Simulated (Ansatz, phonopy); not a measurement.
# Ag (Silver, Fm-3m): thermal expansion from first principles, part 3 of 3

How much does Ag (Silver) expand with temperature?

Ansatz 0.2.0; DFT LDA, scalar-relativistic, plane waves, PAW; PAW set soft_1.

So far. Step 2 (A first coarse run): The start is under -6.7 GPa at this level and looks like a metal on this mesh. Step 4 (Relaxing to small residual forces and stress): The residual pressure is 4.7e-4 GPa, small enough for phonons.

### Step 5. The quasi-harmonic study (continued)

Expansion coefficient against temperature; values in 1e-6/K:

```
temperature (K)  volume  principal 1
              0       0            0
             50    19.8          6.6
            100    37.1         12.4
            150    43.4         14.5
            200    46.5         15.5
            250    48.5         16.2
            298      50         16.7
            300    50.0         16.7
            350    51.4         17.1
            400    52.8         17.6
            450    54.0         18.0
            500    55.4         18.5
            550    56.7         18.9
            600    58.2         19.4
            650    59.7         19.9
            700    61.3         20.4
            750      63           21
            800    64.8         21.6
            850    66.9         22.3
            900    69.0         23.0
            950    71.5         23.8
           1000    74.1         24.7
           1050    77.1         25.7
           1100    80.4         26.8
           1150    84.2         28.1
           1200    88.5         29.5
```

At 298 K the volume expansion is 50.0 × 10⁻⁶/K and B_T is 127 GPa. The program raised the cutoff to 487.2 eV by itself: with no cutoff typed, the study takes about 1.16 times the default for its relaxations and scales it with the volume for the phonons.

### Step 6. Free-energy fit

This step: DFT LDA, scalar-relativistic, plane waves, PAW; PAW set soft_1 (phonopy 4.10.0).

Numbers from this step:

* volume expansion coefficient at 300 K: 49.95 1e-6/K
* isothermal bulk modulus at 300 K: 126.7 GPa
* C_P at 300 K: 25.45 J/mol-atom/K
* Grüneisen parameter at 300 K: 2.558

Energy (each curve on its own zero) against volume; values in meV/atom:

```
volume (Å³/atom)  static  F at 0 K  F at 300 K  F at 1200 K
          16.029       0      2.46        9.31         36.5
          16.270     1.6      3.21        7.89         26.2
          16.610    8.62      9.07        10.6         16.5
          16.909    18.9      18.3        17.0         11.7
          17.213    32.8      31.2        26.9         9.99
          17.522    50.0      47.5        40.1         11.0
```

Phonopy-qha, vinet fit of F(V) at each temperature. Qha vinet, by row:

```
T (K)  fitted volume (Å³/atom)  alpha_V (1e-6/K)  B_T (GPa)  C_P (J/mol-atom/K)  Grueneisen
  100                    16.12             35.35      134.8               19.58       2.382
  150                    16.15             42.86      132.9               22.88       2.491
  200                    16.19             46.26      130.9               24.22       2.525
  250                    16.23             48.35      128.8               24.95       2.543
  300                    16.27             49.95      126.7               25.45       2.558
  350                    16.31             51.34      124.6               25.85       2.571
  400                    16.35             52.67      122.4                26.2       2.584
  450                    16.39             53.98      120.1               26.52       2.597
  500                    16.44             55.32      117.8               26.83       2.611
  550                    16.49             56.71      115.4               27.14       2.626
  600                    16.53             58.17        113               27.46       2.641
  650                    16.58             59.72      110.5               27.79       2.657
  700                    16.63             61.37        108               28.13       2.674
  750                    16.68             63.14      105.4               28.49       2.691
  800                    16.74             65.04      102.8               28.87        2.71
  850                    16.79             67.08        100               29.28       2.729
  900                    16.85              69.3      97.27               29.72        2.75
  950                    16.91             71.71      94.44               30.19       2.771
 1000                    16.97             74.35      91.54                30.7       2.794
 1050                    17.04             77.23      88.57               31.25       2.818
 1100                     17.1             80.39      85.53               31.86       2.844
 1150                    17.17             83.89      82.43               32.53       2.871
```

Table of volume expansion coefficient by temperature; values in 1e-6/K:

```
temperature (K)  phonopy-qha, Vinet  Ansatz's own study
            100                35.4                37.1
            150                42.9                43.4
            200                46.3                46.5
            250                48.4                48.5
            300                50.0                50.0
            350                51.3                51.4
            400                52.7                52.8
            450                54.0                54.0
            500                55.3                55.4
            550                56.7                56.7
            600                58.2                58.2
            650                59.7                59.7
            700                61.4                61.3
            750                63.1                  63
            800                65.0                64.8
            850                67.1                66.9
            900                69.3                69.0
            950                71.7                71.5
           1000                74.3                74.1
           1050                77.2                77.1
           1100                80.4                80.4
           1150                83.9                84.2
```

The fit gives a volume expansion of 50.0 × 10⁻⁶/K at 300 K, against 50.0 at 298 K from the study itself, whose static fit uses more cells.

### Step 7. Summary of results

- settings of these figures: LDA, 487.2 eV, k 20×20×20, q 4×4×4
- volume expansion coefficient at 298 K: 50.00 1e-6/K
- C_P at 298 K: 25.34 J/mol-atom/K
- entropy at 298 K: 41.32 J/mol-atom/K
- isothermal bulk modulus at 298 K: 126.7 GPa
- Grüneisen parameter at 298 K: 2.540
- volume at 298 K: 16.27 Å³/atom
- principal linear expansion coefficients at 298 K: 16.67, 16.67, 16.67 1e-6/K

In words: Near room temperature Ag (Silver) expands by 50.0 × 10⁻⁶/K in volume by LDA, with C_P = 25.3 J/(mol K) per mole of atoms and B_T = 127 GPa. Between 298.15 and 1200 K the bulk modulus falls by 38 % and the Grüneisen parameter grows; in this range the quasi-harmonic approximation, which lacks anharmonicity at fixed volume, tends to overshoot. C_P at room temperature is 102 % of the classical 3R an atom; C_V is 98 %, and the rest is expansion work. In this metal the study includes the electrons' free energy, which adds a term that grows with temperature, so the heat capacities need not level off at 3R. The PAW files were made for PBE and are used here under another functional, for which the program regenerates the frozen cores.

[Logs are printed without paths, hosts, clocks, repeated set-up lines and the standing remarks that a program may print on its own settings, such as how far it seeks lower states.]

[Hosts, paths, dates, database ids (printed as entryN), source tags and the programs' standing remarks are cut or masked in the printed files.]

[A step with changed settings may run another functional than the one named; its input shows which.]
